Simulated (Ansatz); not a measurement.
## Quasi-harmonic thermodynamics of BAs (F-43m)

Wanted: α(T), C_P(T) and B(T) of BAs in the quasi-harmonic approximation.

What experiment has found for this phase:
- volume expansion coefficient 11.55 1e-6/K near room temperature (given in “Basic Physical Properties of Cubic Boron Arsenide (three times its linear coefficient)”, 2019, arxiv:1911.11281)
- volume expansion coefficient 10.8 1e-6/K near room temperature (given in “Thermal expansion coefficients of high thermal conducting BAs and BP materials (three times its linear coefficient)”, 2019, arxiv:1906.04101)

Calculated with Ansatz 0.2.0; DFT LDA, scalar-relativistic, plane waves, PAW.

### 1. Set-up

Symmetry: F-43m, No. 216, cubic system. The conventional cell has a = 4.777 Å, b = 4.777 Å, c = 4.777 Å, α = 90.00°, β = 90.00°, γ = 90.00°. Nearest to B lie 4 As at 2.07 Å. Nearest to As lie 4 B at 2.07 Å. Farther neighbours are not listed.

### 2. A first coarse run

Before spending time, one coarse run tells the gap and the pressure of the starting cell.

Contents of input.yaml:

```yaml
crystal:
  lattice:
    - [0.0, 2.3885, 2.3885]
    - [2.3885, 0.0, 2.3885]
    - [2.3885, 2.3885, 0.0]
  atoms:
    - { symbol: B, position: [0.0, 0.0, 0.0] }
    - { symbol: As, position: [0.25, 0.25, 0.25] }
kpoints:
  mp_grid: { grid: [6, 6, 6] }
hamiltonian:
  xc: lda
scf:
  occupations: { method: gaussian, width: 0.1 }
output:
  forces: true
  stress: true
  eigenvalues: true
```

Command:

```
ansatz run input.yaml --threads 4 --pin off --max-ram 16384MiB --backend cpu --events-out ev --progress --plain --runs-dir out
```

Numbers of over 12 decimals in the logs are rounded to 6 here.

The program printed:

```text
Engine: ansatz 0.2.0, aarch64-unknown-linux-gnu
Pseudopotentials: kind: paw
Pseudopotential: B, paw, valence charge 3, recommended cutoff 420 eV (normal), B.paw.azcp
Pseudopotential: As, paw, valence charge 15, recommended cutoff 420 eV (normal), As.paw.azcp
Functional definition: SPW92
  exchange = slater_x
  correlation = pw_c
Crystal: 2 atoms, lattice volume = 27.252 Å³
Basis set: ecut = 420 eV, 531 PW (Γ)
Bands: 13, of which v1, the nominal top of the filled ones, is band 9 counted from 1 (8 counted from 0)
Symmetry: 24 space group operations
Space group: F-43m (ITA 216), of the structure as read, at distance tolerance 3.0e-5 Å
k-points: 16 of 216 (time reversal used)
Non-local potential: B, projectors of the file, l = 0: 2, l = 1: 2, l = 2: 1
Non-local potential: As, projectors of the file, l = 0: 2, l = 1: 2, l = 2: 3, l = 3: 1
PAW form: soft (Blöchl's): semilocal exchange-correlation on the pseudo side does not see the compensation charge
PAW frozen core: B, regenerated for the run's functional, and the local potential with it (the file was generated under x = pbe(κ = 0.804, μ = 0.219515), c = pbe(β = 0.066725))
PAW frozen core: As, regenerated for the run's functional, and the local potential with it (the file was generated under x = pbe(κ = 0.804, μ = 0.219515), c = pbe(β = 0.066725))
PAW one-centre angular grid: B, 110 points (default); XC on 64 Gauss nodes
PAW one-centre angular grid: As, 590 points (default); XC on 64 Gauss nodes
Initial density: superposition of atomic densities (neutral atoms: chi_scale 0, normalization atom), corrected by the library's trained network
Initial wavefunctions: pseudopotential atomic-orbital guess
Functional: x = slater, c = lda
SCF iter   1: F=—  HF=-4923.505033 eV  |F-HF|=—  |Δ(HF+E_count)|=         —  Δρ=7.05e-3  dr2=1.36e-2  ethr=1.77e-3  ⟨swp⟩=5.1  Hψ=1165  notcnv=0
preconditioner: auto → none  [insulator: Δε(μ)=1.226 eV  Ē_g=12.353 eV  σ=0.100 eV  W_gap=1.00  n_scr=8 (ndim 8)  ℏωp=20.1 eV  f_vac=0.001  D(μ)=0.00/eV (n_scr^D=0)  ε∞_Penn≈3.7]
SCF iter   2: F=—  HF=-4923.500694 eV  |F-HF|=—  |Δ(HF+E_count)|=   4.34e-3  Δρ=2.14e-3  dr2=7.56e-4  ethr=7.58e-5  ⟨swp⟩=1.7  Hψ=353  notcnv=0
SCF iter   3: F=—  HF=-4923.500347 eV  |F-HF|=—  |Δ(HF+E_count)|=   3.47e-4  Δρ=1.03e-3  dr2=1.24e-4  ethr=4.20e-6  ⟨swp⟩=2.0  Hψ=350  notcnv=0
SCF iter   4: F=—  HF=-4923.500321 eV  |F-HF|=—  |Δ(HF+E_count)|=   2.65e-5  Δρ=3.61e-4  dr2=1.38e-5  ethr=6.88e-7  ⟨swp⟩=1.0  Hψ=208  notcnv=0
SCF iter   5: F=—  HF=-4923.500317 eV  |F-HF|=—  |Δ(HF+E_count)|=   3.78e-6  Δρ=5.95e-5  dr2=3.95e-7  ethr=7.65e-8  ⟨swp⟩=2.0  Hψ=342  notcnv=0
SCF iter   6: F=-4923.500317 eV  HF=-4923.500317 eV  |F-HF|=3.44e-10  |Δ(HF+E_count)|=   1.14e-8  Δρ=5.00e-6  dr2=2.33e-9  ethr=5.56e-10  ⟨swp⟩=4.8  Hψ=818  notcnv=0
SCF 1 converged in 6 iterations: F = -4923.500317 eV  dr2 = 2.33e-9
  greatest PAW one-centre occupation: 0.999 electrons in one spin orbital (limit 2), on the As atom at site 1 (counted from 0), in its partial waves of l = 2
SCF converged after 6 iterations
Free energy (F): -4923.500317 eV
Harris-Foulkes:  -4923.500317 eV  (|F-HF|=3.44e-10)
Internal energy: -4923.500317 eV  (E = F + TS)
E sigma→0 (E₀):  -4923.500317 eV
Fermi energy:    11.457807 eV
--- Per-component energies (eV) ---
  E_band       = -216.122049
  E_kinetic    = 152.713922
  E_local      = -1703.193200  (includes V_loc(G=0)·N_el)
  E_nonlocal   = -652.022227
  E_hartree    = 941.560423
  E_xc         = -111.066757
  E_vxc        = -117.903470  (∫ρ·V_xc dr)
  E_paw        = -1827.838554  (= ΣΔE_a)
  E_vpaw       = 221.161843  (= ΣTr[D̂ρ^β])
  E_aug_tail   = 0.000008  (compensation charges beyond the density's cutoff)
  E_ewald      = -1725.774997
  E_core_change = 2.121064  (= ΣΔE_core)
  E_smearing   = -0.000000  (= −TS)
  E_closure    = -0.000000  (closes the sum)
  Σ components = -4923.500317   (vs F -4923.500317, Δ=0.00e0)
--- Forces (eV/Å), atoms counted from 1 ---
  atom   1  B      0.00000000    -0.00000000     0.00000000
  atom   2  As     0.00000000    -0.00000000     0.00000000
  max |Σ_I F_I| component: 5.20e-16 eV/Å
--- Stress (GPa, compression-positive) ---
       -3.895576      -0.000000      -0.000000
       -0.000000      -3.895576       0.000000
       -0.000000       0.000000      -3.895576
  P = ⅓ Tr σ = -3.8956 GPa (-38.956 kbar)
--- Band table (eV; the first three rows and the last of 16) ---
  k-point 0: bands = [... 5 lower, -4.5470, 10.8467, 10.8467, 10.8467, 14.0971, 14.0971, 14.0971, 15.4934]
  k-point 1: bands = [... 5 lower, -4.0959, 7.8988, 10.1668, 10.1668, 14.1066, 14.9811, 14.9811, 17.4417]
  k-point 2: bands = [... 5 lower, -2.8369, 4.1309, 9.3357, 9.3357, 13.6827, 15.6504, 15.6504, 19.4008]
  k-point 15: bands = [... 5 lower, -0.3135, 2.7696, 5.6916, 5.8847, 14.6011, 14.7455, 19.4649, 19.6312]
```

It took 0.78 s on 4 threads of Arm Neoverse V2, shared host; peak memory 0.26 GiB; 1.2 s of CPU time.

In the SCF lines HF is the Harris–Foulkes energy and dr2 the Hartree energy of the density residual, in eV; the loop may stop once dr2 is under the threshold and the program's other checks hold. Hψ counts applications of the Hamiltonian.

A gap read on the k-mesh alone can miss the band edges.

This step gave:

```yaml
pressure: -3.896 GPa
gap_on_the_k_mesh: 1.228 eV
volume_per_atom: 13.63 Å³
```

The start is under -3.9 GPa at this level and looks like an insulator or semiconductor on this mesh.

### 3. Relaxation

Phonons are second derivatives about a minimum, so cell and atoms are relaxed first, inside the symmetry of the start.

input.yaml, the sections that differ from step 2:

```yaml
kpoints:
  mp_grid: { grid: [10, 10, 10] }
scf:
  occupations: { method: gaussian, width: 0.02 }
output:
  forces: true
  stress: true
  eigenvalues: true
  write_density: true
  write_potential: true
  elf: true
  volumetric_format: npy
relax:
  adjacent_minimum: "off"
  f_tol: 0.005
  max_steps: 80
  cell: { stress_tol: 0.05 }
# crystal, hamiltonian: as in step 2
```

The program printed:

```text
[...]
Crystal: 2 atoms, lattice volume = 27.252 Å³
Basis set: ecut = 420 eV, 531 PW (Γ)
Bands: 13, of which v1, the nominal top of the filled ones, is band 9 counted from 1 (8 counted from 0)
Symmetry: 24 space group operations
[...]
k-points: 47 of 1000 (time reversal used)
[...]
SCF iter   1: F=—  HF=-4923.523861 eV  |F-HF|=—  |Δ(HF+E_count)|=         —  Δρ=7.15e-3  dr2=1.40e-2  ethr=1.77e-3  ⟨swp⟩=6.0  Hψ=3359  notcnv=0
[...]
SCF iter   6: F=-4923.519197 eV  HF=-4923.519197 eV  |F-HF|=8.55e-11  |Δ(HF+E_count)|=   1.45e-8  Δρ=4.74e-6  dr2=2.15e-9  ethr=5.56e-10  ⟨swp⟩=7.3  Hψ=3008  notcnv=0
SCF 1 converged in 6 iterations: F = -4923.519197 eV  dr2 = 2.15e-9
[...]
relax step   1: F+E_penalty+E_count = -4923.51919678 eV  Δ(F+E_penalty+E_count) = +0.000e0 eV  max|allowed force component| = 2.776e-16 eV/Å  Δτ_max = 0.0000 Å  P = -3.928 GPa  Ω = 27.252 Å³  (6 SCF iters, dr2 threshold 1.00e-7 eV, accepted)
Crystal: 2 atoms, lattice volume = 26.695 Å³
[...]
iter 1 solved again at ethr=2.29e-5 eV; its pass at ethr=3.10e-3 eV (dr2=4.11e-3 eV) is discarded
[...]
SCF iter   5: F=-4923.528406 eV  HF=-4923.528406 eV  |F-HF|=4.89e-9  |Δ(HF+E_count)|=   7.72e-7  Δρ=2.19e-5  dr2=1.01e-7  ethr=1.11e-9  ⟨swp⟩=5.5  Hψ=3392  notcnv=0
SCF 2 converged in 5 iterations: F = -4923.528406 eV  dr2 = 1.01e-7
relax step   2: F+E_penalty+E_count = -4923.52840562 eV  Δ(F+E_penalty+E_count) = -9.209e-3 eV  max|allowed force component| = 1.251e-16 eV/Å  Δτ_max = 0.0000 Å  P = -1.089 GPa  Ω = 26.695 Å³  energy of the carried Pulay correction = +3.951e-4 eV  (5 SCF iters, dr2 threshold 2.00e-7 eV, accepted)
Crystal: 2 atoms, lattice volume = 26.487 Å³
[...]
SCF iter   5: F=-4923.529234 eV  HF=-4923.529234 eV  |F-HF|=2.64e-9  |Δ(HF+E_count)|=   1.42e-7  Δρ=9.74e-6  dr2=2.15e-8  ethr=1.11e-9  ⟨swp⟩=7.0  Hψ=3129  notcnv=0
SCF 3 converged in 5 iterations: F = -4923.529234 eV  dr2 = 2.15e-8
relax step   3: F+E_penalty+E_count = -4923.52923357 eV  Δ(F+E_penalty+E_count) = -8.280e-4 eV  max|allowed force component| = 1.467e-17 eV/Å  Δτ_max = 0.0000 Å  P = +0.049 GPa  Ω = 26.487 Å³  energy of the carried Pulay correction = +5.446e-4 eV  (5 SCF iters, dr2 threshold 2.00e-7 eV, accepted)
[...]
SCF iter   5: F=-4923.528728 eV  HF=-4923.528728 eV  |F-HF|=3.64e-12  |Δ(HF+E_count)|=  8.19e-11  Δρ=2.53e-7  dr2=4.18e-12  ethr=1.00e-12  ⟨swp⟩=4.0  Hψ=2509  notcnv=0
SCF 4 converged in 5 iterations: F = -4923.528728 eV  dr2 = 4.18e-12
relax step   4: F+E_penalty+E_count = -4923.52872816 eV  Δ(F+E_penalty+E_count) = +5.054e-4 eV  max|allowed force component| = 3.238e-17 eV/Å  Δτ_max = 0.0000 Å  P = +0.030 GPa  Ω = 26.487 Å³  stress off target by 2.97e-2 GPa  SCF on the basis re-selected at this cell (its energy is not comparable with the rows above)  (5 SCF iters)
basis re-selected at this cell: Δ(F+E_penalty+E_count) = +5.054e-4 eV, ΔP = -0.020 GPa vs the last step (what re-selecting the basis moved, of the pressure what is left beyond the Pulay correction that the steps carried, after the strain that the cell walked since its last selection, with what the two solves' SCF thresholds leave and, on support functions, any second-order correction that the steps lacked; it is no m [...]
SCF converged after 5 iterations
Free energy (F): -4923.528728 eV
[...]
Internal energy: -4923.528728 eV  (E = F + TS)
E sigma→0 (E₀):  -4923.528728 eV
Fermi energy:    11.851181 eV
[...]
--- Stress (GPa, compression-positive) ---
        0.029666      -0.000000      -0.000000
       -0.000000       0.029666       0.000000
       -0.000000       0.000000       0.029666
  P = ⅓ Tr σ = 0.0297 GPa (0.297 kbar)
--- Band table (eV; the first three rows and the last of 47) ---
  k-point 0: bands = [... 5 lower, -4.3532, 11.2991, 11.2991, 11.2991, 14.5892, 14.5892, 14.5892, 16.3118]
  k-point 1: bands = [... 5 lower, -4.1853, 9.8920, 10.9883, 10.9883, 14.7773, 14.9973, 14.9973, 17.1273]
  k-point 2: bands = [... 5 lower, -3.6897, 7.4886, 10.3994, 10.3994, 14.6122, 15.7279, 15.7279, 18.6500]
  k-point 46: bands = [... 5 lower, 0.0664, 3.1796, 5.7673, 6.0248, 15.8131, 16.1591, 19.2774, 19.2799]
--- Relaxed structure (3 steps of the walk, 3 accepted, 1 SCFs on fresh bases) ---
  F+E_penalty+E_count = -4923.52872816 eV   max|allowed force component| = 3.238e-17 eV/Å   (the final SCF, on the basis selected at the relaxed cell)
  cell:  # Å, volume = 26.4871 Å³
    - [0, 2.365927, 2.365927]
    - [2.365927, 0, 2.365927]
    - [2.365927, 2.365927, 0]
  atoms:
    - { symbol: B, position: [0, 0, 0] }
    - { symbol: As, position: [0.25, 0.25, 0.25] }
```

It took 2.3 s on 4 threads; peak memory 0.32 GiB.

Step by step:

```
step  energy less that of the first step (eV)  largest force component (eV/Å)  pressure (GPa)  volume (Å³)
   1                                   0.0000                          0.0000           -3.93        27.25
   2                                  -0.0092                          0.0000           -1.09        26.69
   3                                  -0.0100                          0.0000            0.05        26.49
  4*                                  -0.0095                          0.0000            0.03        26.49
```

Relaxation steps marked * repeat the geometry before them on a plane-wave basis chosen anew for their cell, so energy and pressure can jump there.

Forces are held to the 24 operations that the run works with; a distortion that breaks them can't arise in this run.

```
conventional cell, symmetrised  before  after  change
                         a (Å)   4.777  4.732  -0.9 %
                         b (Å)   4.777  4.732  -0.9 %
                         c (Å)   4.777  4.732  -0.9 %
              volume (Å³/atom)   13.63  13.24  -2.8 %
```

The relaxed structure:

```
B As
1.0
     0.00000    2.36593    2.36593
     2.36593    0.00000    2.36593
     2.36593    2.36593    0.00000
B As
1 1
Direct
  0.00000 0.00000 0.00000
  0.25000 0.25000 0.25000
```

This step gave:

```yaml
pressure: 0.02967 GPa
gap_on_the_k_mesh: 1.104 eV
volume_per_atom: 13.24 Å³
```

Valence density in the ac plane of a cell with a along [110], b along [-110] and c along [001] of the cube at fractional y = 0.000, with atoms of B and As within 0.2 Å of it. It is the smooth field of the valence electrons, not physical close to the nuclei.

Values in e/Å³, 7 rows by 16 columns, each cell a mean:
```
 1  1  1  2  2  1  1  1  1  1  1  2  2  1  1  1
 0  0  2 14 21  5  1  0  0  0  2 14 21  5  1  0
 0  0  1  3  5  1  0  0  0  0  1  3  5  1  0  0
 0  0  0  0  0  0  0  0  0  0  0  0  0  0  0  0
 0  0  0  0  0  0  0  0  0  0  0  0  0  0  0  0
 0  0  0  0  0  0  0  0  0  0  0  0  0  0  0  0
 1  1  0  0  0  0  0  1  1  1  0  0  0  0  0  1
```
Columns run along a (6.7 Å), rows up along c (4.7 Å), edges of the conventional cell, whose origin can differ from the input's. Atoms in or near the plane, at fractional coordinates: B at (0.50, 0.00), B at (0.00, 0.00), As at (0.75, 0.75), As at (0.25, 0.75).

ELF in the ac plane of a cell with a along [110], b along [-110] and c along [001] of the cube at fractional y = 0.000, with atoms of B and As within 0.2 Å of it. It is the smooth field of the valence electrons, not physical close to the nuclei.

Ten even steps from '0' (0.02) to '9' (0.86), each cell a mean:
```
1698668961399767993
6997557996798646997
6885225886787313787
3564224653466313664
1356446531145545541
0135665310024666420
0013443100002343200
0000110000000111000
1100000011100000001
4310000134420000024
6531001356642000246
3443113443454212454
0376446730157545751
```
Columns run along a (6.7 Å), rows up along c (4.7 Å), edges of the conventional cell, whose origin can differ from the input's. Atoms in or near the plane, at fractional coordinates: B at (0.50, 0.00), B at (0.00, 0.00), As at (0.75, 0.75), As at (0.25, 0.75).

Electrostatic potential energy in the ac plane of a cell with a along [110], b along [-110] and c along [001] of the cube at fractional y = 0.000, with atoms of B and As within 0.2 Å of it. With pseudopotentials it is smooth inside the atoms' cores, unlike the true potential.

Ten even steps from '0' (-41 eV) to '9' (22 eV), each cell a mean:
```
0377667620057666750
5665665665575676675
8767996678775898578
8867996688875898578
8865665688875676578
8887667888887666788
8888888888888888888
8888888888888888888
8888888888888888888
8888888888888888888
7788888877788888887
2578888752368888863
0278888610047888740
```
Columns run along a (6.7 Å; values clipped at the 3rd and 97th percentile), rows up along c (4.7 Å), edges of the conventional cell, whose origin can differ from the input's. Atoms in or near the plane, at fractional coordinates: B at (0.50, 0.00), B at (0.00, 0.00), As at (0.75, 0.75), As at (0.25, 0.75).

The relaxation ends with a pressure of 0.03 GPa.

[end of part 1 of 5]

[Logs are printed without paths, hosts, clocks, repeated set-up lines and the standing remarks that a program may print on its own settings, such as how far it seeks lower states.]

[Hosts, paths, dates, database ids (printed as entryN), source tags and the programs' standing remarks are cut or masked in the printed files.]

[A step with changed settings may run another functional than the one named; its input shows which.]
